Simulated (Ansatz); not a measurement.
# One crystal, many levels of theory: RbSb4F13 (I4/m), part 2 of 2

What gap does each level of theory give for RbSb4F13 (I4/m), and in what time?

Ansatz 0.2.0; density functionals, hybrids and G0W0, plane waves, PAW. Known limits of the many-body steps: finite bands, screening cutoff and k mesh; no spin-orbit coupling in G0W0; screening cutoff under 40 eV in some runs.

So far. Step 4 (r2SCAN on the 4×4×4 mesh): Over mesh and listed points the gap is 5.155 eV, from k = (-0.750, 0.250, 0.250) to k = (-0.293, -0.293, 0.293). The least direct gap found is 5.255 eV, at k = (-0.750, 0.250, 0.250). On the 4×4×4 mesh alone the same run gives 5.174 eV, so that mesh misses an edge of r2SCAN: 5.174 − 5.155 = +0.019 eV. r2SCAN against PBE: 5.155 − 4.737 = +0.418 eV.

In doubt: masses and optical values from hybrid runs of this build are listed as unsure (step 7), which bears on the screening that GW takes from such a start.

**6. G0W0@PBE, 4×4×4 mesh, 1025 empty bands, screening to 130 eV, PAW set soft_1 files**

G0W0 replaces the xc potential by a self-energy built once from the orbitals of the start. Levels are corrected in the window of bands that the input names, at points of the mesh.

This step: G0W0 on PBE, plane waves, PAW; PAW set soft_1.

Input file input.yaml:

```yaml
crystal:
  lattice:
    - [-4.8175, 4.8175, 3.2815]
    - [4.8175, -4.8175, 3.2815]
    - [4.8175, 4.8175, -3.2815]
  atoms:
    - { symbol: Rb, position: [0.5, 0.5, 0.0] }
    - { symbol: Sb, position: [0.0063970689, 0.2770921314, 0.2834892002] }
    - { symbol: Sb, position: [0.2770921314, 0.9936029311, 0.2706950625] }
    - { symbol: Sb, position: [0.9936029311, 0.7229078686, 0.7165107998] }
    - { symbol: Sb, position: [0.7229078686, 0.0063970689, 0.7293049375] }
    - { symbol: F, position: [0.0, 0.0, 0.0] }
    - { symbol: F, position: [0.5614796371, 0.8766087358, 0.4380883729] }
    - { symbol: F, position: [0.8766087358, 0.4385203629, 0.3151290987] }
    - { symbol: F, position: [0.4385203629, 0.1233912642, 0.5619116271] }
    - { symbol: F, position: [0.1233912642, 0.5614796371, 0.6848709013] }
    - { symbol: F, position: [0.4300990428, 0.3344864191, 0.3207384218] }
    - { symbol: F, position: [0.3344864191, 0.0137479972, 0.9043873762] }
    - { symbol: F, position: [0.0137479972, 0.109360621, 0.6792615782] }
    - { symbol: F, position: [0.109360621, 0.4300990428, 0.0956126238] }
    - { symbol: F, position: [0.5699009572, 0.6655135809, 0.6792615782] }
    - { symbol: F, position: [0.6655135809, 0.9862520028, 0.0956126238] }
    - { symbol: F, position: [0.9862520028, 0.890639379, 0.3207384218] }
    - { symbol: F, position: [0.890639379, 0.5699009572, 0.9043873762] }
kpoints:
  mp_grid: { grid: [4, 4, 4] }
hamiltonian:
  xc: pbe
  pseudopotentials: { kind: paw, azcp: { folder: soft_1 } }
scf:
  occupations: { method: fixed }
gw:
  n_empty_bands: 1025
  ecut_chi: 130.0
  qp_bands: [v4, c4]
  qp_kpoints: band_edges
  screening: { model: contour_deformation }
```

Run with:

```console
$ ansatz run input.yaml --threads 2 --pin off --max-ram 92160MiB --backend cuda --events-out ev --progress --plain --runs-dir out --devices 1 --max-vram 13GiB
```

Numbers of over 12 decimals in the logs are rounded to 6 here.

The log of the run:

```text
GPUs: using 1 of 1 available (devices: 1).
[...]
GPU FFT provider: cuFFT
GPU libraries: cuBLAS 13.8.2, cuFFT 12.4.0, cuSOLVER 12.3.4
Crystal: 18 atoms, lattice volume = 304.632 Å³
Basis set: ecut = 420 eV, 5959 PW (Γ)
Bands: 98, of which v1, the nominal top of the filled ones, is band 80 counted from 1 (79 counted from 0)
Symmetry: 8 space group operations
[...]
k-points: 14 of 64
[...]
0    84      8.5419   -10.0996    -3.3265   -14.6937  0.8256     9.8269     9.8095  root
[...]
13    81      7.8601   -10.7189    -3.1253   -15.0071  0.8310     9.0350     9.0229  root
    13    82      7.8801   -10.7172    -3.0056   -14.9114  0.8269     9.0821     9.0686  root
    13    83      7.9043    -9.6015    -3.1924   -13.8677  0.8342     8.9885     8.9781  root
    13    84      8.8310   -10.5793    -3.3682   -15.2813  0.8206    10.1853    10.1647  root
[key lines of the parts left out:]
SCF converged after 11 iterations
Free energy (F): -39720.304936 eV
Fermi energy:    2.887139 eV
```

Elapsed: 5.2 min, on 1 × NVIDIA H100 80GB HBM3 (shared by 6 runs) with 2 threads of AMD EPYC 7R13 (Zen 3), shared host; peak memory 5.4 GiB.

This step gave:

```yaml
bands_summed: 1105
rpa_eps_infinity_on_this_mesh_eigenvalues: 2.388, 2.631, 2.631
plane_waves_in_the_screening_matrix: 999
g0w0_gap_over_the_corrected_points: 7.321 eV
k_of_the_valence_top: 0.25, 0.25, 0.25
k_of_the_conduction_bottom: 0.25, 0.25, -0.25
starting_gap_on_the_mesh: 4.755 eV
z_at_the_valence_top: 0.7903
z_at_the_conduction_bottom: 0.8304
least_direct_g0w0_gap_over_the_corrected_points: 7.347 eV
```

Over all 14 irreducible mesh points the G0W0 gap is 7.321 eV, from k = (0.250, 0.250, 0.250) to k = (0.250, 0.250, -0.250). The PBE gap of this run on the mesh is 4.755 eV. The two states that bound the G0W0 gap lie that far apart at the start, so the correction of the gap is 7.321 − 4.755 = +2.566 eV.

**7. G0W0@HSE06, 4×4×4 mesh, 1025 empty bands, screening to 130 eV, PAW set soft_1 files**

This step: G0W0 on HSE06, plane waves, PAW; PAW set soft_1.

Changes to input.yaml since step 6:

```diff
@@ -27,3 +27,3 @@
 hamiltonian:
-  xc: pbe
+  xc: hse06
   pseudopotentials: { kind: paw, azcp: { folder: soft_1 } }
```

The log of the run:

```text
GPUs: using 1 of 1 available (devices: 1).
[...]
GPU FFT provider: cuFFT
GPU libraries: cuBLAS 13.8.2, cuFFT 12.4.0, cuSOLVER 12.3.4
Crystal: 18 atoms, lattice volume = 304.632 Å³
Basis set: ecut = 420 eV, 5959 PW (Γ)
Bands: 98, of which v1, the nominal top of the filled ones, is band 80 counted from 1 (79 counted from 0)
Symmetry: 8 space group operations
[...]
k-points: 14 of 64
[...]
0    83      8.9622    -9.4309    -3.0981   -13.6433  0.8573    10.0850    10.0765  root
     0    84      8.9757    -8.7994    -3.2667   -13.1570  0.8590    10.0750    10.0667  root
[...]
13    81      8.2258   -10.0011    -2.9941   -14.0612  0.8612     9.2985     9.2918  root
    13    82      8.2264    -9.8701    -2.8558   -13.8089  0.8587     9.3168     9.3094  root
    13    83      8.2462    -8.8850    -3.0306   -12.8828  0.8638     9.2191     9.2134  root
    13    84      9.2690    -9.8734    -3.1273   -14.1703  0.8537    10.4486    10.4387  root
[key lines of the parts left out:]
Free energy (F): -39736.140214 eV
Fermi energy:    1.906022 eV
```

The job ended after 9.3 min (1 × NVIDIA H100 80GB HBM3 (shared by 6 runs) with 2 threads; peak memory 6.7 GiB).

This step gave:

```yaml
bands_summed: 1105
rpa_eps_infinity_on_this_mesh_eigenvalues: 2.134, 2.276, 2.276
plane_waves_in_the_screening_matrix: 999
g0w0_gap_over_the_corrected_points: 8.056 eV
k_of_the_valence_top: 0.25, 0.25, 0.25
k_of_the_conduction_bottom: 0.25, 0.25, -0.25
starting_gap_on_the_mesh: 6.061 eV
z_at_the_valence_top: 0.8300
z_at_the_conduction_bottom: 0.8613
least_direct_g0w0_gap_over_the_corrected_points: 8.094 eV
```

Over all 14 irreducible mesh points the G0W0 gap is 8.056 eV, from k = (0.250, 0.250, 0.250) to k = (0.250, 0.250, -0.250). The HSE06 gap of this run on the mesh is 6.061 eV. The two states that bound the G0W0 gap lie that far apart at the start, so the correction of the gap is 8.056 − 6.061 = +1.995 eV. G0W0@HSE06 against G0W0@PBE with 1105 bands: 8.056 − 7.321 = +0.735 eV, with the same mesh, files and cutoffs, and both edges at the same k points.

**8. The ladder**

Each gap is the least one over the points named; times are wall times on shared hosts, not benchmarks. A G0W0 time includes the run's own self-consistent start. Runs with listed points see these and the mesh alone, so an edge that moves elsewhere is missed. Rows marked * are further runs, not shown as steps, whose inputs differ from the G0W0 step on the same start in the columns given; solver thresholds can differ too. Symmetry makes (-0.750, 0.250, 0.250) and (0.250, 0.250, 0.250) one point.

```tsv
level	mesh	files, cutoff	bands summed, screening	points	gap (eV)	valence top	conduction bottom	least direct gap (eV)	time
PBE	4×4×4	soft_1 PAW, 420 eV	-	mesh and path	4.737	(-0.750, 0.250, 0.250)	(-0.293, -0.293, 0.293)	4.803	7.6 s
PBE+SOC	4×4×4	soft_1 PAW, 420 eV	-	mesh and listed points	4.697	(-0.750, 0.250, 0.250)	(-0.293, -0.293, 0.293)	4.757	12 s
r2SCAN	4×4×4	soft_1 PAW, 500 eV	-	mesh and listed points	5.155	(-0.750, 0.250, 0.250)	(-0.293, -0.293, 0.293)	5.255	8.3 s
HSE06	4×4×4	soft_1 PAW, 420 eV	-	mesh and listed points	6.042	(-0.750, 0.250, 0.250)	(-0.293, -0.293, 0.293)	6.157	2.4 min
G0W0@PBE*	4×4×4	soft_1 PAW, 420 eV	248, 39 eV	all 14 irreducible mesh points	7.470	(0.250, 0.250, 0.250)	(0.250, 0.250, -0.250)	7.553	40 s
G0W0@PBE*	4×4×4	soft_1 PAW, 420 eV	556, 78 eV	all 14 irreducible mesh points	7.298	(0.250, 0.250, 0.250)	(0.250, 0.250, -0.250)	7.326	96 s
G0W0@PBE	4×4×4	soft_1 PAW, 420 eV	1105, 130 eV	all 14 irreducible mesh points	7.321	(0.250, 0.250, 0.250)	(0.250, 0.250, -0.250)	7.347	5.2 min
G0W0@PBE*	2×2×2	soft_1 PAW, 420 eV	556, 78 eV	all 4 irreducible mesh points	7.427	(0.000, 0.000, -0.500)	(0.000, -0.500, 0.000)	7.484	11 s
G0W0@HSE06	4×4×4	soft_1 PAW, 420 eV	1105, 130 eV	all 14 irreducible mesh points	8.056	(0.250, 0.250, 0.250)	(0.250, 0.250, -0.250)	8.094	9.3 min
```

**9. What came out**

```
PBE, over mesh and path                                           : 4.737 eV
PBE+SOC, over mesh and listed points                              : 4.697 eV
r2SCAN, over mesh and listed points                               : 5.155 eV
HSE06, over mesh and listed points                                : 6.042 eV
G0W0@PBE (1105 bands, 4×4×4), over all 14 irreducible mesh points : 7.321 eV
G0W0@HSE06, over all 14 irreducible mesh points                   : 8.056 eV
known limits                                                      : finite bands, screening cutoff and k mesh; no spin-orbit coupling in G0W0; screening cutoff under 40 eV in some runs
```

The rows run from 4.697 eV (PBE+SOC) to 8.056 eV (G0W0@HSE06). They differ in mesh, plane-wave cutoff, bands and screening cutoff of G0W0 and the points over which the gap was sought as well as in level, so only pairs that share these are like for like. PBE+SOC against PBE: 4.697 − 4.737 = −0.040 eV, with the same mesh, set of files (read in its fully relativistic form for the spin-orbit run) and cutoff, and both edges at the same k points. The spin-orbit run sees mesh and listed points alone, so its gap is an upper bound: the coupling can move an edge off these points, and the change over the zone, its sign included where it is small, is not known. HSE06 against PBE: 6.042 − 4.737 = +1.305 eV, with the same mesh, files and cutoff, and both edges at the same k points. G0W0@HSE06 against G0W0@PBE with 1105 bands: 8.056 − 7.321 = +0.735 eV, with the same mesh, files and cutoffs, and both edges at the same k points. G0W0@PBE (1105 bands, 4×4×4) moves the gap of its own start on the mesh by 7.321 − 4.755 = +2.566 eV, between the same two levels. Over mesh and path, PBE puts the conduction bottom at k = (-0.293, -0.293, 0.293), where no G0W0 correction was computed. The G0W0 gap over the whole zone is therefore not known from this run; at its settings it can only be equal to or under the 7.321 eV found, and no correction is carried over from another point. For the start itself the gap is 4.737 eV over mesh and path and 4.755 eV on the mesh of the G0W0 run. G0W0@HSE06 moves the gap of its own start on the mesh by 8.056 − 6.061 = +1.995 eV, between the same two levels. Over mesh and listed points, HSE06 puts the conduction bottom at k = (-0.293, -0.293, 0.293), where no G0W0 correction was computed. The G0W0 gap over the whole zone is therefore not known from this run; at its settings it can only be equal to or under the 8.056 eV found, and no correction is carried over from another point. For the start itself the gap is 6.042 eV over mesh and listed points and 6.061 eV on the mesh of the G0W0 run. What spin-orbit coupling does to the G0W0 levels was not computed, so no sum with the G0W0 gap is formed. For G0W0@PBE: from 248 bands and 39 eV to 1105 bands and 130 eV the gap moves by 7.321 − 7.470 = −0.149 eV (rung by rung 7.470, 7.298, 7.321 eV); bands and screening cutoff rise together, so their parts are not told apart. The gap turns back along the series (7.470, 7.298, 7.321 eV), so no line is drawn and the limit is not known. The other G0W0 rows are shown at one basis each (1105 bands), so their distance from the limit is not known here. With the 2×2×2 mesh in place of the 4×4×4 mesh and all else as in the G0W0@PBE row with 556 bands, the gap differs by 7.427 − 7.298 = +0.129 eV, and that of the start by 4.887 − 4.755 = +0.132 eV; an edge lies at another k point, so this need not be the shift of one pair of states. The G0W0 runs are scalar-relativistic. G0W0 is shown with one set of atomic data (soft_1 PAW), so the error from the files is not known here. A screening cutoff under 40 eV is crude: G0W0@PBE with 248 bands at 39 eV.

[Paths, hosts, dates, memory and timing lines, banners, echoed tables and standing remarks are left out of the program output.]

[Logs are printed without paths, hosts, clocks, repeated set-up lines and the standing remarks that a program may print on its own settings, such as how far it seeks lower states.]

[Runs of the session that timed out or met a known fault of the program may be left out.]

[Cells called generated may have been cut or substituted from an entry of the Crystallography Open Database or the Materials Project.]

[Hosts, paths, dates, database ids (printed as entryN), source tags and the programs' standing remarks are cut or masked in the printed files.]

[Where an RPA ε∞ is given, it is that of the G0W0 mesh and is not shown converged in it. Names of k-points follow the symmetry that the program found, which can be lower than the space group named. Band edges on a path are those of the sampled points; other points can move an edge, and change direct to indirect where valleys lie close.]

[Hybrid gaps are those of their k-mesh and are not shown converged in it.]
